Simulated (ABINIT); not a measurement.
**KCl (Sylvite): G0W0 with ABINIT, start to end**

How does a plane-wave GW calculation on KCl (Sylvite) run from the first input to the gap?

Program: ABINIT 10.8.3. Level of theory: PBE and many-body steps on it, plane waves. Results are calculated unless marked as measured.

This is a report of a sequence of runs, with most program output left out.

### 1. The starting structure

It takes space group Fm-3m (No. 225, cubic). The conventional cell has a = 6.293 Å, b = 6.293 Å, c = 6.293 Å, α = 90.00°, β = 90.00°, γ = 90.00°. Nearest to K lie 6 Cl at 3.15 Å. Cl has 6 K at 3.15 Å nearest. Farther neighbours and most contacts between anions are not listed.

The cell and positions come from the Crystallography Open Database and are kept as given unless a step says otherwise.

### 2. Ground state

This step: ABINIT 10.8.3; DFT, PBE, plane waves, norm-conserving pseudopotentials.

The ground-state density comes first.

run.abi reads:

```
acell 3*1.0 Angstrom
rprim 
  -0.000000000000 3.146470000000 3.146470000000
  3.146470000000 0.000000000000 3.146470000000
  3.146470000000 3.146470000000 -0.000000000000
ntypat 2
znucl 19 17
natom 2
typat 1 2
xred 
  0.000000000000 0.000000000000 0.000000000000
  0.500000000000 0.500000000000 0.500000000000
pp_dirpath "pseudos"
pseudos "K.upf, Cl.upf"
ecut 33
ngkpt 6 6 6
nshiftk 1
shiftk 0 0 0
kptopt 1
chksymbreak 0
nband 13
occopt 1
tolvrs 1e-10
nstep 60
prtwf 0
optforces 0
optstress 0
indata_prefix "in"
outdata_prefix "out"
tmpdata_prefix "tmp"
```

On the command line:

```bash
$ OMP_NUM_THREADS=1 mpirun -n 4 abinit run.abi > log
```

Run time: 6.5 s. Hardware: 4 MPI ranks of Intel Xeon 6975P-C (Granite Rapids), shared host; peak memory 0.39 GiB; 25 s of CPU time.

Numbers from this step:

- total energy: -1268.0062 eV
- gap: 5.189 eV
- k of the valence top: 0, 0, 0
- k of the conduction bottom: 0, 0, 0
- least direct gap: 5.189 eV

The gap is direct, at Γ.

### 3. Bands along the symmetry lines

The cheap functional maps the bands first; the places of the edges decide which points the dearer methods must see.

run.abi reads:

```
acell 3*1.0 Angstrom
rprim 
  -0.000000000000 3.146470000000 3.146470000000
  3.146470000000 0.000000000000 3.146470000000
  3.146470000000 3.146470000000 -0.000000000000
ntypat 2
znucl 19 17
natom 2
typat 1 2
xred 
  0.000000000000 0.000000000000 0.000000000000
  0.500000000000 0.500000000000 0.500000000000
pp_dirpath "pseudos"
pseudos "K.upf, Cl.upf"
ecut 33
iscf -2
irdden 1
kptopt 0
nkpt 50
kpt 
  0.00000000 0.00000000 0.00000000
  0.06250000 0.00000000 0.06250000
  0.12500000 0.00000000 0.12500000
  0.18750000 0.00000000 0.18750000
  0.25000000 0.00000000 0.25000000
  0.31250000 0.00000000 0.31250000
  0.37500000 0.00000000 0.37500000
  0.43750000 0.00000000 0.43750000
  0.50000000 0.00000000 0.50000000
  0.51562500 0.03125000 0.51562500
  0.53125000 0.06250000 0.53125000
  0.54687500 0.09375000 0.54687500
  0.56250000 0.12500000 0.56250000
  0.57812500 0.15625000 0.57812500
  0.59375000 0.18750000 0.59375000
  0.60937500 0.21875000 0.60937500
  0.62500000 0.25000000 0.62500000
  0.37500000 0.37500000 0.75000000
  0.32812500 0.32812500 0.65625000
  0.28125000 0.28125000 0.56250000
  0.23437500 0.23437500 0.46875000
  0.18750000 0.18750000 0.37500000
  0.14062500 0.14062500 0.28125000
  0.09375000 0.09375000 0.18750000
  0.04687500 0.04687500 0.09375000
  0.00000000 0.00000000 0.00000000
  0.06250000 0.06250000 0.06250000
  0.12500000 0.12500000 0.12500000
  0.18750000 0.18750000 0.18750000
  0.25000000 0.25000000 0.25000000
  0.31250000 0.31250000 0.31250000
  0.37500000 0.37500000 0.37500000
  0.43750000 0.43750000 0.43750000
  0.50000000 0.50000000 0.50000000
  0.50000000 0.46875000 0.53125000
  0.50000000 0.43750000 0.56250000
  0.50000000 0.40625000 0.59375000
  0.50000000 0.37500000 0.62500000
  0.50000000 0.34375000 0.65625000
  0.50000000 0.31250000 0.68750000
  0.50000000 0.28125000 0.71875000
  0.50000000 0.25000000 0.75000000
  0.50000000 0.21875000 0.71875000
  0.50000000 0.18750000 0.68750000
  0.50000000 0.15625000 0.65625000
  0.50000000 0.12500000 0.62500000
  0.50000000 0.09375000 0.59375000
  0.50000000 0.06250000 0.56250000
  0.50000000 0.03125000 0.53125000
  0.50000000 0.00000000 0.50000000
istwfk *1
nband 15
nbdbuf 2
tolwfr 1e-08
nstep 40
prtwf 0
prtvol 0
indata_prefix "in"
outdata_prefix "out"
tmpdata_prefix "tmp"
```

It took 13 s on 4 MPI ranks; peak memory 0.33 GiB; 49 s of CPU time.

Numbers from this step:

```yaml
gap: 5.189 eV
k_of_the_valence_top: 0, 0, 0
k_of_the_conduction_bottom: 0, 0, 0
least_direct_gap: 5.189 eV
```

The gap is 5.189 eV, as in the run before at this level.

The electronic bands at the labelled points (eV, zero at the top of the highest filled band; v1 is the highest filled band, c1 the lowest empty one):

| point | v4 | v3 | v2 | v1 | c1 | c2 | c3 | c4 |
| --- | --- | --- | --- | --- | --- | --- | --- | --- |
| Γ | -10.66 | 0.00 | 0.00 | 0.00 | 5.19 | 8.37 | 8.37 | 8.37 |
| halfway | -10.58 | -0.63 | -0.13 | -0.13 | 6.64 | 7.24 | 9.66 | 9.84 |
| X | -10.71 | -0.66 | -0.22 | -0.22 | 6.53 | 8.34 | 10.07 | 10.18 |
| halfway | -10.68 | -0.63 | -0.32 | -0.24 | 6.74 | 8.60 | 9.70 | 10.36 |
| U | -10.60 | -0.56 | -0.55 | -0.29 | 7.27 | 9.07 | 9.30 | 10.07 |
| jump to K | -10.60 | -0.56 | -0.55 | -0.29 | 7.27 | 9.07 | 9.30 | 10.07 |
| halfway | -10.51 | -0.69 | -0.24 | -0.20 | 6.89 | 7.97 | 9.19 | 9.85 |
| Γ | -10.66 | 0.00 | 0.00 | 0.00 | 5.19 | 8.37 | 8.37 | 8.37 |
| halfway | -10.53 | -0.59 | -0.17 | -0.17 | 6.45 | 8.16 | 9.11 | 9.11 |
| L | -10.42 | -1.05 | -0.32 | -0.32 | 7.58 | 8.60 | 10.50 | 10.50 |
| halfway | -10.51 | -0.84 | -0.40 | -0.33 | 7.84 | 8.34 | 10.04 | 10.14 |
| W | -10.57 | -0.49 | -0.47 | -0.47 | 8.03 | 8.03 | 9.44 | 9.85 |
| halfway | -10.64 | -0.61 | -0.36 | -0.30 | 6.95 | 8.80 | 9.34 | 10.32 |
| X | -10.71 | -0.66 | -0.22 | -0.22 | 6.53 | 8.34 | 10.07 | 10.18 |

### 4. Empty states on the mesh, 4×4×4 mesh, 260 bands

The sums over transitions need many empty states on a uniform mesh; this step solves for them.

run.abi reads:

```
acell 3*1.0 Angstrom
rprim 
  -0.000000000000 3.146470000000 3.146470000000
  3.146470000000 0.000000000000 3.146470000000
  3.146470000000 3.146470000000 -0.000000000000
ntypat 2
znucl 19 17
natom 2
typat 1 2
xred 
  0.000000000000 0.000000000000 0.000000000000
  0.500000000000 0.500000000000 0.500000000000
pp_dirpath "pseudos"
pseudos "K.upf, Cl.upf"
ecut 33
ngkpt 4 4 4
nshiftk 1
shiftk 0 0 0
kptopt 1
chksymbreak 0
irdden 1
istwfk *1
nband 260
prtvol 0
optdriver 6
gwr_task "HDIAGO"
paral_kgb 0
occopt 1
indata_prefix "in"
outdata_prefix "out"
tmpdata_prefix "tmp"
```

Run time: 45 s. Hardware: 4 MPI ranks; peak memory 3.4 GiB.

Numbers from this step:

```
gap                                                           : 5.190 eV
k of the valence top                                          : 0, 0, 0
k of the conduction bottom                                    : 0, 0, 0
least direct gap                                              : 5.190 eV
k points computed                                             : 8
lowest point of the top converged band, above the valence top : 133.3654 eV
```

On this mesh the gap is 5.190 eV.

### 5. Screening, 4×4×4 mesh, 252 bands, screening to 209.5 eV

The RPA dielectric matrix is built and inverted for each q.

This step: RPA screening on PBE, plane waves, norm-conserving pseudopotentials.

run.abi: that of step 4 with these lines changed.

```diff
@@ -20,10 +20,11 @@
 chksymbreak 0
-irdden 1
 istwfk *1
-nband 260
-prtvol 0
-optdriver 6
-gwr_task "HDIAGO"
-paral_kgb 0
 occopt 1
+irdwfk 1
+optdriver 3
+nband 252
+ecuteps 7.7
+inclvkb 2
+awtr 1
+symchi 1
 indata_prefix "in"
```

Elapsed: 45 s, on 4 MPI ranks; peak memory 1.7 GiB; 3 min of CPU time.

Numbers from this step:

| Item | Value |
| --- | --- |
| ε∞ with local fields, on this mesh, along the program's q direction | 2.178 |
| the same without local fields | 2.586 |
| plasma frequency | 18.82 eV |
| plane waves in the screening matrix | 411 |

Local fields lower ε∞ by 16 %.

### 6. Self-energy, 4×4×4 mesh, 252 bands, screening to 209.5 eV

The self-energy is evaluated for the states that the input lists, and the levels follow from it, in one-shot runs by the linearised quasiparticle equation.

This step: G0W0 on PBE, plane waves, norm-conserving pseudopotentials.

run.abi: that of step 5 with these lines changed.

```diff
@@ -23,8 +23,15 @@
 irdwfk 1
-optdriver 3
+optdriver 4
 nband 252
+gwcalctyp 0
+ecutsigx 33
+symsigma 1
+nkptgw 1
+kptgw 
+  0.0000000000 0.0000000000 0.0000000000
+bdgw 
+  6 12
 ecuteps 7.7
-inclvkb 2
-awtr 1
-symchi 1
+irdscr 1
+ppmodel 1
 indata_prefix "in"
```

It took 20 s on 4 MPI ranks; peak memory 1.8 GiB; 80 s of CPU time.

This step gave:

* G0W0 gap on the points computed: 8.144 eV
* starting gap on the mesh: 5.190 eV
* k of the valence top: 0, 0, 0
* k of the conduction bottom: 0, 0, 0
* Z at the valence top: 0.807
* Z at the conduction bottom: 0.873
* least direct G0W0 gap on the computed points: 8.144 eV

The gap on the mesh goes from 5.19 eV to 8.14 eV, a correction of +2.95 eV.

Limits: finite bands, cutoff and mesh. v1 is the top filled band, c1 the lowest empty one. Levels before and after the correction, in eV, zero at the valence-band top of each column:

|  | conduction bottom | valence top |
| --- | --- | --- |
| Kohn-Sham | 5.19 | 0.00 |
| G0W0 | 8.14 | 0.00 |

|  | level | energy (eV) |
| --- | --- | --- |
| Kohn-Sham | Γ v3-v1 | 0.000 |
| Kohn-Sham | Γ c1 | 5.190 |
| Kohn-Sham | Γ c2-c4 | 8.367 |
| G0W0 | Γ v3-v1 | 0.000 |
| G0W0 | Γ c1 | 8.144 |
| G0W0 | Γ c2-c4 | 12.236 |

### 7. Where the time went

Times are wall times on 4 MPI ranks of Intel Xeon 6975P-C (Granite Rapids), shared host, good to a factor of about two.

| step | time | share | memory (GiB) |
| --- | --- | --- | --- |
| ground state | 6.5 s | 5 % | 0.39 |
| bands along the symmetry lines | 13 s | 10 % | 0.33 |
| empty states on the mesh | 45 s | 35 % | 3.4 |
| screening | 45 s | 34 % | 1.7 |
| self-energy | 20 s | 16 % | 1.8 |

### 8. Outcome

```
PBE gap              : 5.19 eV, direct
G0W0 gap on the mesh : 8.14 eV
GW settings          : 4×4×4 mesh, 252 bands, screening to 209.5 eV, Godby-Needs plasmon pole
known limits         : not at the basis limit
```

G0W0 moves the gap on the mesh from 5.19 eV to 8.14 eV (+2.95 eV), with Z of 0.81 and 0.87 at the edges. Local fields lower the RPA ε∞ on this mesh from 2.59 to 2.18. Only 1 of the mesh's irreducible points was corrected, so a valley elsewhere could overtake. Bands and cutoff are finite, so the gap is not at the basis limit. The miss can reach some tenths of an eV and take either sign; the mesh is an error of its own. In the G0W0 run levels were corrected at 1 k point alone, so a gap called «on the mesh» is the least over those, and an edge elsewhere would be missed.

[Paths, hosts, dates, memory and timing lines, banners, echoed tables and standing remarks are left out of the program output.]

[Logs are printed without paths, hosts, clocks, repeated set-up lines and the standing remarks that a program may print on its own settings, such as how far it seeks lower states.]

[Runs of the session that timed out or met a known fault of the program may be left out.]

[No measured gap is set beside runs whose start may be inverted or whose files or cutoffs have a known fault.]

[Hosts, paths, dates, database ids (printed as entryN), source tags and the programs' standing remarks are cut or masked in the printed files.]

[G0W0 gaps are taken among the corrected bands and points alone; a level outside them can change the order at an edge.]

[Where Ansatz stands beside ABINIT at settings called matched, ABINIT's density can come from a denser mesh and the files from another edition; pairs whose starting gaps differed by over 0.03 eV were left out, so agreement reads better than it is.]
